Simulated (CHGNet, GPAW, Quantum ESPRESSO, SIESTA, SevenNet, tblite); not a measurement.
**Other levels on random packing of S (91 atoms)**

Density of this cell: 1.79 g/cm³. The cell holds 91 atoms: 91 S. Cell: a = 13.938 Å, b = 13.938 Å, c = 13.938 Å, α = 90.0°, β = 90.0°, γ = 90.0°. 91 atoms (91 S) packed at random in a cube at 1.79 g/cm³ and pushed apart as soft spheres; a start for melting by ab initio MD, not an equilibrated structure. Then every atom was moved at random, 0.05 Å r.m.s. a Cartesian component.

Geometry: as built.

The reference, a calculation:

| Item | Value |
| --- | --- |
| method | Kohn-Sham DFT, PBE, SSSP efficiency 1.3.0 pseudopotentials, plane waves (Quantum ESPRESSO 7.5); sssp-pbe-1.3.0-efficiency, cutoffs 45/360 Ry, Γ point |
| r.m.s. force component | 0.9532 eV/Å |
| longest force | 3.225 eV/Å |
| pressure | -9.732 GPa |
| time | 21 min on 4 MPI ranks of Arm Neoverse V1, shared host |
| CPU time | 85 min |

Q: Estimate the differences from the reference, the CPU time and the memory of each run.
- SevenNet l3i5 potential (SevenNet l3i5; 1 thread)
- GPAW LDA, LCAO dzp, h 0.2 Å (GPAW 26.7.0; 1 thread)
- GPAW PBE, LCAO sz(dzp), h 0.2 Å (GPAW 26.7.0; 1 thread)
- CHGNet r2SCAN potential (CHGNet r2SCAN; 1 thread)
- SevenNet 0 potential (SevenNet 0; 1 thread)
- GPAW PBE, LCAO dzp, h 0.2 Å, other mixer settings (GPAW 26.7.0; 2 MPI ranks)
- SIESTA PBE, TZP, shift 0.01 Ry, mesh 300 Ry (SIESTA 5.4.2; 2 MPI ranks)
- GPAW PBE, LCAO dzp, h 0.28 Å (GPAW 26.7.0; 1 thread)
- tblite GFN1-xTB (tblite 0.8.0; 1 thread)
- tblite GFN2-xTB (tblite 0.8.0; 1 thread)

Differences are against the plane-wave reference, forces as r.m.s. over components; share is that over the reference's r.m.s. force, slope the least-squares factor from reference forces to these. Total energies of different programs have different zeros and aren't compared.

| run | Δ force, r.m.s. (meV/Å) | share (%) | slope | Δ pressure (GPa) | cores | CPU time | memory (GiB) |
| --- | --- | --- | --- | --- | --- | --- | --- |
| reference | - | - | - | - | 4 | 85 min | 9.2 |
| SevenNet l3i5 potential | 290 | 30.5 | 0.892 | 0.802 | 1 | 11 s | 0.98 |
| GPAW LDA, LCAO dzp, h 0.2 Å | 95.4 | 10.0 | 0.951 | - | 1 | 3.3 min | 1.5 |
| GPAW PBE, LCAO sz(dzp), h 0.2 Å (coarse) | 614 | 64.4 | 0.517 | - | 1 | 2.1 min | 1.3 |
| CHGNet r2SCAN potential | 616 | 64.7 | 1.453 | -2.29 | 1 | 4.5 s | 0.62 |
| SevenNet 0 potential | 292 | 30.6 | 0.918 | 0.645 | 1 | 9.7 s | 0.7 |
| GPAW PBE, LCAO dzp, h 0.2 Å, other mixer settings | 101 | 10.6 | 0.928 | - | 2 | 10 min | 1.6 |
| SIESTA PBE, TZP, shift 0.01 Ry, mesh 300 Ry | 79.1 | 8.29 | 0.944 | -2.21 | 2 | 12 min | 1.6 |
| GPAW PBE, LCAO dzp, h 0.28 Å (coarse) | 111 | 11.6 | 0.921 | - | 1 | 2.9 min | 0.65 |
| tblite GFN1-xTB | 814 | 85.4 | 1.747 | -9.00 | 1 | 12 s | 0.18 |
| tblite GFN2-xTB | 283 | 29.7 | 1.211 | -1.42 | 1 | 21 s | 0.18 |

Rows marked coarse were listed beforehand as settings not expected to be converged; some can still land near the reference.

Times of the machine-learned potentials are mostly Python's start and the loading of weights.

CPU time is summed over cores on a shared host, where runs went side by side, so it is rough. Symmetry, cutoffs, thresholds, outputs and thread counts weren't matched or tuned between programs; memory under MPI is the largest rank's times the ranks.

The PBE runs in local orbitals, coarse settings apart, differ by 8.3 % (SIESTA PBE, TZP, shift 0.01 Ry, mesh 300 Ry) to 11 % (GPAW PBE, LCAO dzp, h 0.2 Å, other mixer settings); basis, grid and potentials can all enter. Tight binding differs by 30 % (tblite GFN2-xTB) to 85 % (tblite GFN1-xTB); it is another model, with fitted parameters of its own, and the xTB methods hold dispersion. Machine-learned potentials differ by 30 % (SevenNet l3i5 potential) to 65 % (CHGNet r2SCAN potential); they were trained on other programs' data, some at another functional. Rows with another functional or a dispersion term differ by 10 % (GPAW LDA, LCAO dzp, h 0.2 Å), which mixes the change of model with differences of basis and potentials. Periodic xTB results under one method name differ between programs and library versions. Machine-learned potentials mimic data converged in k, so the reference's own k-point error enters their differences. The electronic-structure runs sample only Γ, in a cell whose shortest periodic width is 14 Å, which is coarse for a cell with partly filled levels.

[Hosts, paths, dates, database ids (printed as entryN), source tags and the programs' standing remarks are cut or masked in the printed files.]
